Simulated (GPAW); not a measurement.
# Ballistic transport through a Pb chain with a Cu atom on top of one atom, cheap and dear

How well does a Pb chain with a Cu atom on top of one atom conduct at low bias, and how far do basis and functional move the answer?

Calculated with GPAW 26.7.0; GPAW LCAO, PAW setups; Landauer transmission from Green's functions with principal layers (ASE), zero bias.

### Step 1. Set-up

The cell holds 12 atoms: 11 Pb and 1 Cu. Cell: a = 9.000 Å, b = 9.000 Å, c = 31.900 Å, α = 90.0°, β = 90.0°, γ = 90.0°. Regions: left lead, 5 atoms (5 Pb); channel, 2 atoms (1 Pb and 1 Cu); right lead, 5 atoms (5 Pb). Vacuum lies along a and b. The structure is stacked along c, and the current runs across the ab planes.

### Step 2. Double-zeta polarised basis

The script solves lead and junction separately, takes H and S in the orbital basis, and joins semi-infinite leads through their self-energies; the dzp basis is the working standard.

run.py reads:

```python
import json
import numpy as np
from ase import Atoms
from ase.transport.calculators import TransportCalculator
from gpaw import GPAW, FermiDirac
from gpaw.lcao.tools import get_lcao_hamiltonian
from scipy.linalg import eigh

# The junction with lead layers at both ends, along the third cell vector
device = Atoms(
    ['Pb', 'Pb', 'Pb', 'Pb', 'Pb', 'Pb', 'Cu', 'Pb', 'Pb', 'Pb', 'Pb', 'Pb'],
    positions=[
        [4.50000, 4.50000, 1.45000],
        [4.50000, 4.50000, 4.35000],
        [4.50000, 4.50000, 7.25000],
        [4.50000, 4.50000, 10.15000],
        [4.50000, 4.50000, 13.05000],
        [4.50000, 4.50000, 15.95000],
        [6.96130, 4.50000, 15.95000],
        [4.50000, 4.50000, 18.85000],
        [4.50000, 4.50000, 21.75000],
        [4.50000, 4.50000, 24.65000],
        [4.50000, 4.50000, 27.55000],
        [4.50000, 4.50000, 30.45000]],
    cell=[[9.0, 0.0, 0.0], [0.0, 9.0, 0.0], [0.0, 0.0, 31.9]],
    pbc=True)

# One principal layer of the lead: the first 3 atoms of the device
lead = Atoms(
    ['Pb', 'Pb', 'Pb'],
    positions=[
        [4.50000, 4.50000, 1.45000],
        [4.50000, 4.50000, 4.35000],
        [4.50000, 4.50000, 7.25000]],
    cell=[[9.0, 0.0, 0.0], [0.0, 9.0, 0.0], [0.0, 0.0, 8.7]],
    pbc=True)

settings = dict(mode='lcao', basis='dzp', xc='PBE', h=0.2,
                occupations=FermiDirac(0.1), maxiter=250,
                mixer=dict(beta=0.1, nmaxold=8, weight=100.0),
                convergence=dict(density=0.0001))
energies = np.arange(-2, 2 + 1e-9, 0.05)
eta = 0.0001
n1, n2 = 1, 1
# k and -k transmit alike, so half of the mesh across the current serves
mesh = [(i, j) for i in range(n1) for j in range(n2) if (i, j) <= (-i % n1, -j % n2)]
weights = np.array([1 if (i, j) == (-i % n1, -j % n2) else 2 for i, j in mesh]) / (n1 * n2)

# [... helper functions left out ...]
fermi_lead = ground_state(lead, (1, 1, 13), 'lead.txt')
fermi_device = ground_state(device, (1, 1, 3), 'device.txt')
# [... loop over the mesh left out, but for ...]
        # Shift the lead onto the potential of the device's first layer
        shift = ((H[:, 0, 0] - H0[:, 0, 0]) / S0[0, 0]).real.mean()
# [...]
kT = 8.617333e-5 * 300
bias = [0.1, 0.2, 0.5, 1.0, 1.5, 2.0]
# [... integrals and printing left out ...]
```

Launch:

```bash
> OMP_NUM_THREADS=1 OPENBLAS_NUM_THREADS=1 python run.py
```

Log:

```text
basis functions: device 268, principal layer 69
Fermi level: lead -2.5493 eV, device -2.4290 eV; lead shifted by 0.0170 eV
largest coupling past the next layer 2.76e-08 eV, largest misfit of the first layer 0.022 eV
  E-E_F (eV)   T (one spin)  [channel counts left out]
    -2.000    4.9537e-01
    -1.950    5.5928e-01
    -1.900    5.5769e-01
    -1.850    5.1362e-01
    -1.800    4.2395e-01
    -1.750    2.7792e-01
    -1.700    9.2061e-02
    -1.650    1.8099e-03
    -1.600    1.5956e-01
    -1.550    1.6469e-01
    -1.500    8.0718e-01
    -1.450    8.6430e-01
    -1.400    8.9792e-01
    -1.350    9.8645e-01
    -1.300    9.7606e-01
    -1.250    9.8219e-01
[...]
1.650    2.6363e+00
     1.700    2.7262e+00
     1.750    2.8021e+00
     1.800    2.8630e+00
     1.850    2.9097e+00
     1.900    2.9435e+00
     1.950    2.9663e+00
     2.000    2.9801e+00
conductance at 300 K: 2.5133 G0 a cell; thermopower 0.4401 uV/K
current from the zero-bias T(E) at 0.1 V: 19.474 uA
current from the zero-bias T(E) at 0.2 V: 38.941 uA
current from the zero-bias T(E) at 0.5 V: 96.683 uA
current from the zero-bias T(E) at 1.0 V: 188.9 uA
current from the zero-bias T(E) at 1.5 V: 267.8 uA
current from the zero-bias T(E) at 2.0 V: 328.76 uA
```

Run time: 90 s. Hardware: 1 thread of Arm Neoverse N1, shared host; peak memory 1.1 GiB.

Numbers from this step:

```yaml
conductance: 2.513 G₀
largest_coupling_past_the_next_principal_layer: 2.76e-8 eV
largest_misfit_of_the_first_principal_layer: 0.02163 eV
shift_that_aligns_the_lead: 0.01698 eV
basis_functions_of_the_junction: 268
basis_functions_of_a_principal_layer: 69
transmission_at_the_fermi_level_one_spin: 2.513
```

One spin. Table of transmission, zone mean by energy, zero at the Fermi level:

| energy (eV) | transmission, zone mean |
| --- | --- |
| -2.00 | 0.495 |
| -1.85 | 0.514 |
| -1.70 | 0.0921 |
| -1.60 | 0.160 |
| -1.45 | 0.864 |
| -1.30 | 0.976 |
| -1.15 | 0.991 |
| -1.05 | 0.995 |
| -0.90 | 0.998 |
| -0.75 | 0.999 |
| -0.60 | 2.14 |
| -0.50 | 2.24 |
| -0.35 | 2.39 |
| -0.20 | 2.48 |
| -0.10 | 2.55 |
| -0.05 | 2.52 |
| 0.00 | 2.51 |
| 0.05 | 2.51 |
| 0.20 | 2.47 |
| 0.35 | 2.42 |
| 0.50 | 2.35 |
| 0.60 | 2.30 |
| 0.75 | 2.22 |
| 0.90 | 2.13 |
| 1.05 | 2.04 |
| 1.15 | 2.00 |
| 1.30 | 2.03 |
| 1.45 | 2.23 |
| 1.60 | 2.54 |
| 1.70 | 2.73 |
| 1.85 | 2.91 |
| 2.00 | 2.98 |

Not self-consistent under bias; the bias window is split evenly. Table of current through one cell, from the zero-bias transmission by bias:

| bias (V) | current through one cell, from the zero-bias transmission (μA) |
| --- | --- |
| 0.100 | 19.5 |
| 0.200 | 38.9 |
| 0.500 | 96.7 |
| 1.000 | 189 |
| 1.500 | 268 |
| 2.000 | 329 |

Table of transmission of the three most open eigenchannels by energy, zero at the Fermi level:

| energy (eV) | channel 1 | channel 2 | channel 3 |
| --- | --- | --- | --- |
| -2.000 | 0.495 | 0 | 0 |
| -1.800 | 0.424 | 0 | 0 |
| -1.600 | 0.160 | 0 | 0 |
| -1.400 | 0.898 | 0 | 0 |
| -1.200 | 0.987 | 0 | 0 |
| -1.000 | 0.996 | 0 | 0 |
| -0.800 | 0.999 | 8.4e-12 | 3.0e-12 |
| -0.600 | 0.999 | 0.994 | 0.146 |
| -0.400 | 0.999 | 0.997 | 0.344 |
| -0.200 | 0.999 | 0.994 | 0.490 |
| 0.000 | 0.999 | 0.988 | 0.526 |
| 0.200 | 0.999 | 0.981 | 0.491 |
| 0.400 | 0.999 | 0.979 | 0.417 |
| 0.600 | 0.999 | 0.984 | 0.316 |
| 0.800 | 0.999 | 0.991 | 0.197 |
| 1.000 | 0.999 | 0.997 | 0.0728 |
| 1.200 | 1.000 | 0.999 | 2.5e-8 |
| 1.400 | 1.000 | 0.999 | 0.142 |
| 1.600 | 1.000 | 0.998 | 0.538 |
| 1.800 | 1.000 | 0.996 | 0.868 |
| 2.000 | 1.000 | 0.992 | 0.989 |

Couplings past the next layer reach 2.8e-8 eV, small enough to drop; the matrix elements of the cell's first layer differ from the bulk lead's by up to 0.022 eV. That layer keeps its own values in the calculation, and only beyond it is the lead taken as perfect. The Fermi levels of lead and junction count from different zeros of potential, one for each periodic cell; with both set to zero, the small remaining shift is what aligns them. Without spin-orbit coupling, which is large for these atoms, channel counts and T are those of the scalar-relativistic bands. By hand: G = 2.513 × 77.48 μS = 195 μS, a resistance of 5.13 kΩ; at 0.1 V a linear junction would pass 19.5 μA, and the integral over the bias window gives 19.5 μA.

### Step 3. Single-zeta polarised basis

One radial function a shell plus polarisation makes the matrices smaller; the question is what that costs.

Changes to run.py since step 2:

```diff
@@ -37,3 +37,3 @@
 
-settings = dict(mode='lcao', basis='dzp', xc='PBE', h=0.2,
+settings = dict(mode='lcao', basis='szp(dzp)', xc='PBE', h=0.2,
                 occupations=FermiDirac(0.1), maxiter=250,
```

Log:

```text
basis functions: device 163, principal layer 42
Fermi level: lead -2.7191 eV, device -2.5765 eV; lead shifted by 0.0170 eV
largest coupling past the next layer 2.75e-08 eV, largest misfit of the first layer 0.021 eV
  E-E_F (eV)   T (one spin)  [channel counts left out]
    -2.000    2.2039e-01
    -1.950    5.1498e-01
    -1.900    5.9520e-01
    -1.850    6.1448e-01
    -1.800    6.0217e-01
    -1.750    5.6248e-01
    -1.700    4.8993e-01
    -1.650    3.7317e-01
    -1.600    2.0690e-01
    -1.550    4.1384e-02
    -1.500    3.7026e-03
    -1.450    7.9993e-01
    -1.400    7.0935e-01
    -1.350    8.1679e-01
    -1.300    8.8214e-01
    -1.250    9.0211e-01
[...]
1.650    2.1116e+00
     1.700    2.1706e+00
     1.750    2.2407e+00
     1.800    2.3197e+00
     1.850    2.4042e+00
     1.900    2.4906e+00
     1.950    2.5750e+00
     2.000    2.6542e+00
conductance at 300 K: 2.5105 G0 a cell; thermopower 0.08902 uV/K
current from the zero-bias T(E) at 0.1 V: 19.446 uA
current from the zero-bias T(E) at 0.2 V: 38.865 uA
current from the zero-bias T(E) at 0.5 V: 96.635 uA
current from the zero-bias T(E) at 1.0 V: 189.14 uA
current from the zero-bias T(E) at 1.5 V: 268.48 uA
current from the zero-bias T(E) at 2.0 V: 330.68 uA
```

It took 65 s on 1 thread; peak memory 1.1 GiB.

This step gave:

| Property | Result |
| --- | --- |
| conductance | 2.510 G₀ |
| largest coupling past the next principal layer | 2.75e-8 eV |
| largest misfit of the first principal layer | 0.02051 eV |
| shift that aligns the lead | 0.01701 eV |
| basis functions of the junction | 163 |
| basis functions of a principal layer | 42 |
| transmission at the Fermi level (one spin) | 2.512 |

One spin. Transmission, zone mean against energy, zero at the Fermi level:

| energy (eV) | transmission, zone mean |
| --- | --- |
| -2.00 | 0.220 |
| -1.85 | 0.614 |
| -1.70 | 0.490 |
| -1.60 | 0.207 |
| -1.45 | 0.800 |
| -1.30 | 0.882 |
| -1.15 | 0.982 |
| -1.05 | 0.990 |
| -0.90 | 0.997 |
| -0.75 | 0.999 |
| -0.60 | 2.13 |
| -0.50 | 2.23 |
| -0.35 | 2.39 |
| -0.20 | 2.48 |
| -0.05 | 2.51 |
| 0.00 | 2.51 |
| 0.05 | 2.51 |
| 0.20 | 2.48 |
| 0.35 | 2.43 |
| 0.50 | 2.37 |
| 0.60 | 2.33 |
| 0.75 | 2.27 |
| 0.90 | 2.20 |
| 1.05 | 2.13 |
| 1.15 | 2.08 |
| 1.30 | 2.02 |
| 1.45 | 2.00 |
| 1.60 | 2.07 |
| 1.70 | 2.17 |
| 1.85 | 2.40 |
| 2.00 | 2.65 |

Not self-consistent under bias; the bias window is split evenly. Table of current through one cell, from the zero-bias transmission by bias:

| bias (V) | current through one cell, from the zero-bias transmission (μA) |
| --- | --- |
| 0.100 | 19.4 |
| 0.200 | 38.9 |
| 0.500 | 96.6 |
| 1.000 | 189 |
| 1.500 | 268 |
| 2.000 | 331 |

The transmission of the three most open eigenchannels by energy, zero at the Fermi level:

| energy (eV) | channel 1 | channel 2 | channel 3 |
| --- | --- | --- | --- |
| -2.000 | 0.220 | 0 | 0 |
| -1.800 | 0.602 | 0 | 0 |
| -1.600 | 0.207 | 0 | 0 |
| -1.400 | 0.709 | 0 | 0 |
| -1.200 | 0.988 | 0 | 0 |
| -1.000 | 0.993 | 0 | 0 |
| -0.800 | 0.998 | 3.0e-12 | 1.5e-12 |
| -0.600 | 0.999 | 0.988 | 0.139 |
| -0.400 | 0.999 | 0.997 | 0.341 |
| -0.200 | 0.999 | 0.993 | 0.491 |
| 0.000 | 0.999 | 0.986 | 0.527 |
| 0.200 | 0.999 | 0.980 | 0.501 |
| 0.400 | 0.999 | 0.977 | 0.438 |
| 0.600 | 0.999 | 0.981 | 0.351 |
| 0.800 | 0.999 | 0.990 | 0.255 |
| 1.000 | 0.999 | 0.996 | 0.154 |
| 1.200 | 0.999 | 0.998 | 0.0580 |
| 1.400 | 0.999 | 0.999 | 6.2e-4 |
| 1.600 | 0.999 | 0.998 | 0.0676 |
| 1.800 | 0.999 | 0.996 | 0.324 |
| 2.000 | 0.999 | 0.993 | 0.662 |

The conductance equals that of the dzp run to 0.2 %.

### Step 4. Minimal basis

The minimal basis is the cheapest rung: no second zeta and no polarisation.

Changes to run.py since step 3:

```diff
@@ -37,3 +37,3 @@
 
-settings = dict(mode='lcao', basis='szp(dzp)', xc='PBE', h=0.2,
+settings = dict(mode='lcao', basis='sz(dzp)', xc='PBE', h=0.2,
                 occupations=FermiDirac(0.1), maxiter=250,
```

Log:

```text
basis functions: device 105, principal layer 27
Fermi level: lead -2.6065 eV, device -2.4669 eV; lead shifted by 0.0136 eV
largest coupling past the next layer 2.77e-08 eV, largest misfit of the first layer 0.022 eV
  E-E_F (eV)   T (one spin)  [channel counts left out]
    -2.000    5.8834e-01
    -1.950    6.4144e-01
    -1.900    6.5769e-01
[...]
1.950    2.2525e+00
     2.000    2.3108e+00
conductance at 300 K: 2.4534 G0 a cell; thermopower 0.1894 uV/K
current from the zero-bias T(E) at 0.1 V: 19.004 uA
current from the zero-bias T(E) at 0.2 V: 37.98 uA
current from the zero-bias T(E) at 0.5 V: 94.44 uA
current from the zero-bias T(E) at 1.0 V: 185.23 uA
current from the zero-bias T(E) at 1.5 V: 267.13 uA
current from the zero-bias T(E) at 2.0 V: 328.94 uA
```

Elapsed: 45 s, on 1 thread; peak memory 1 GiB.

This step gave:

- conductance: 2.453 G₀
- largest coupling past the next principal layer: 2.77e-8 eV
- largest misfit of the first principal layer: 0.02155 eV
- shift that aligns the lead: 0.01362 eV
- basis functions of the junction: 105
- basis functions of a principal layer: 27
- transmission at the Fermi level (one spin): 2.455

One spin. The transmission, zone mean by energy, zero at the Fermi level:

| energy (eV) | transmission, zone mean |
| --- | --- |
| -2.000 | 0.588 |
| -1.900 | 0.658 |
| -1.800 | 0.627 |
| -1.600 | 0.223 |
| -1.400 | 0.711 |
| -1.200 | 0.984 |
| -1.000 | 0.994 |
| -0.800 | 0.998 |
| -0.600 | 2.15 |
| -0.400 | 2.32 |
| -0.200 | 2.43 |
| -0.050 | 2.46 |
| 0.000 | 2.46 |
| 0.200 | 2.42 |
| 0.400 | 2.34 |
| 0.600 | 2.26 |
| 0.800 | 2.19 |
| 1.000 | 2.11 |
| 1.200 | 2.05 |
| 1.400 | 2.00 |
| 1.600 | 2.01 |
| 1.800 | 2.11 |
| 2.000 | 2.31 |

The conductance, 2.45 G₀, lies 2.4 % below that of the dzp run.

### Step 5. LDA in the dzp basis: xc = "LDA"

Back in the dzp basis, the functional changes from PBE to LDA, to set the spread between functionals beside that between bases.

Changes to run.py since step 4:

```diff
@@ -37,3 +37,3 @@
 
-settings = dict(mode='lcao', basis='sz(dzp)', xc='PBE', h=0.2,
+settings = dict(mode='lcao', basis='dzp', xc='LDA', h=0.2,
                 occupations=FermiDirac(0.1), maxiter=250,
```

Log:

```text
basis functions: device 268, principal layer 69
Fermi level: lead -2.8325 eV, device -2.7164 eV; lead shifted by 0.0179 eV
largest coupling past the next layer 2.83e-08 eV, largest misfit of the first layer 0.023 eV
  E-E_F (eV)   T (one spin)  [channel counts left out]
    -2.000    5.4044e-01
    -1.950    5.6250e-01
    -1.900    5.3855e-01
[...]
1.950    2.9495e+00
     2.000    2.9705e+00
conductance at 300 K: 2.5176 G0 a cell; thermopower 0.459 uV/K
current from the zero-bias T(E) at 0.1 V: 19.514 uA
current from the zero-bias T(E) at 0.2 V: 39.056 uA
current from the zero-bias T(E) at 0.5 V: 97.016 uA
current from the zero-bias T(E) at 1.0 V: 189.31 uA
current from the zero-bias T(E) at 1.5 V: 268.14 uA
current from the zero-bias T(E) at 2.0 V: 329.21 uA
```

The job ended after 69 s (1 thread; peak memory 1.1 GiB).

This step gave:

* conductance: 2.518 G₀
* largest coupling past the next principal layer: 2.83e-8 eV
* largest misfit of the first principal layer: 0.02265 eV
* shift that aligns the lead: 0.01795 eV
* basis functions of the junction: 268
* basis functions of a principal layer: 69
* transmission at the Fermi level (one spin): 2.516

One spin. The transmission, zone mean by energy, zero at the Fermi level:

| energy (eV) | transmission, zone mean |
| --- | --- |
| -2.00 | 0.540 |
| -1.85 | 0.474 |
| -1.70 | 0.0256 |
| -1.60 | 0.270 |
| -1.45 | 0.884 |
| -1.30 | 0.978 |
| -1.15 | 0.991 |
| -1.05 | 0.995 |
| -0.90 | 0.998 |
| -0.75 | 0.999 |
| -0.60 | 2.13 |
| -0.50 | 2.23 |
| -0.35 | 2.38 |
| -0.20 | 2.49 |
| -0.10 | 2.58 |
| -0.05 | 2.51 |
| 0.00 | 2.52 |
| 0.05 | 2.51 |
| 0.20 | 2.48 |
| 0.35 | 2.43 |
| 0.50 | 2.36 |
| 0.60 | 2.30 |
| 0.75 | 2.22 |
| 0.90 | 2.14 |
| 1.05 | 2.05 |
| 1.15 | 2.01 |
| 1.30 | 2.01 |
| 1.45 | 2.17 |
| 1.60 | 2.46 |
| 1.70 | 2.66 |
| 1.85 | 2.87 |
| 2.00 | 2.97 |

The conductance equals that of the dzp run to 0.2 %.

### Step 6. All levels side by side

Times are for 1 thread of Arm Neoverse N1, shared host. Results by setting:

| no. | run | conductance (G₀) | time | memory (GiB) |
| --- | --- | --- | --- | --- |
| 1 | dzp | 2.513 | 90 s | 1.1 |
| 2 | szp | 2.510 | 65 s | 1.1 |
| 3 | sz | 2.453 | 45 s | 1 |
| 4 | dzp LDA | 2.518 | 69 s | 1.1 |

### Step 7. The levels side by side

The curves are compared point by point over the common energies.

This step: comparison of transmission and cost over codes and levels (GPAW 26.7.0).

Ladder, by row:

| step | code | T at the Fermi level (sum over the listed spins) | conductance (G0) | r.m.s. T(E) from the first | wall time (s) | peak memory (GiB) | threads |
| --- | --- | --- | --- | --- | --- | --- | --- |
| dzp | GPAW | 2.513 | 2.513 | 0 | 89.69 | 1.1 | 1 |
| szp | GPAW | 2.512 | 2.51 | 0.2157 | 64.67 | 1.08 | 1 |
| sz | GPAW | 2.455 | 2.453 | 0.2879 | 45.09 | 1 | 1 |
| dzp-LDA | GPAW | 2.516 | 2.518 | 0.08385 | 69.31 | 1.1 | 1 |

The transmission, zone mean, sum over the listed spins by energy, zero at the Fermi level:

| energy (eV) | dzp | szp | sz | dzp-LDA |
| --- | --- | --- | --- | --- |
| -2.00 | 0.495 | 0.220 | 0.588 | 0.540 |
| -1.85 | 0.514 | 0.614 | 0.652 | 0.474 |
| -1.70 | 0.0921 | 0.490 | 0.499 | 0.0256 |
| -1.50 | 0.807 | 0.00370 | 0.349 | 0.832 |
| -1.35 | 0.986 | 0.817 | 0.828 | 0.975 |
| -1.20 | 0.987 | 0.988 | 0.984 | 0.988 |
| -1.05 | 0.995 | 0.990 | 0.992 | 0.995 |
| -0.90 | 0.998 | 0.997 | 0.997 | 0.998 |
| -0.70 | 0.999 | 0.999 | 2.04 | 0.999 |
| -0.55 | 2.19 | 2.18 | 2.19 | 2.18 |
| -0.40 | 2.34 | 2.34 | 2.32 | 2.33 |
| -0.25 | 2.46 | 2.46 | 2.42 | 2.46 |
| -0.10 | 2.55 | 2.51 | 2.45 | 2.58 |
| 0.00 | 2.51 | 2.51 | 2.46 | 2.52 |
| 0.10 | 2.50 | 2.50 | 2.44 | 2.51 |
| 0.25 | 2.45 | 2.47 | 2.40 | 2.47 |
| 0.40 | 2.40 | 2.41 | 2.34 | 2.40 |
| 0.55 | 2.32 | 2.35 | 2.28 | 2.33 |
| 0.70 | 2.25 | 2.29 | 2.22 | 2.25 |
| 0.90 | 2.13 | 2.20 | 2.15 | 2.14 |
| 1.05 | 2.04 | 2.13 | 2.10 | 2.05 |
| 1.20 | 2.00 | 2.06 | 2.05 | 2.00 |
| 1.35 | 2.07 | 2.01 | 2.01 | 2.05 |
| 1.50 | 2.32 | 2.01 | 2.00 | 2.26 |
| 1.70 | 2.73 | 2.17 | 2.05 | 2.66 |
| 1.85 | 2.91 | 2.40 | 2.15 | 2.87 |
| 2.00 | 2.98 | 2.65 | 2.31 | 2.97 |

[end of part 1 of 2]

[Logs are printed without paths, hosts, clocks, repeated set-up lines and the standing remarks that a program may print on its own settings, such as how far it seeks lower states.]

[Hosts, paths, dates, database ids (printed as entryN), source tags and the programs' standing remarks are cut or masked in the printed files.]
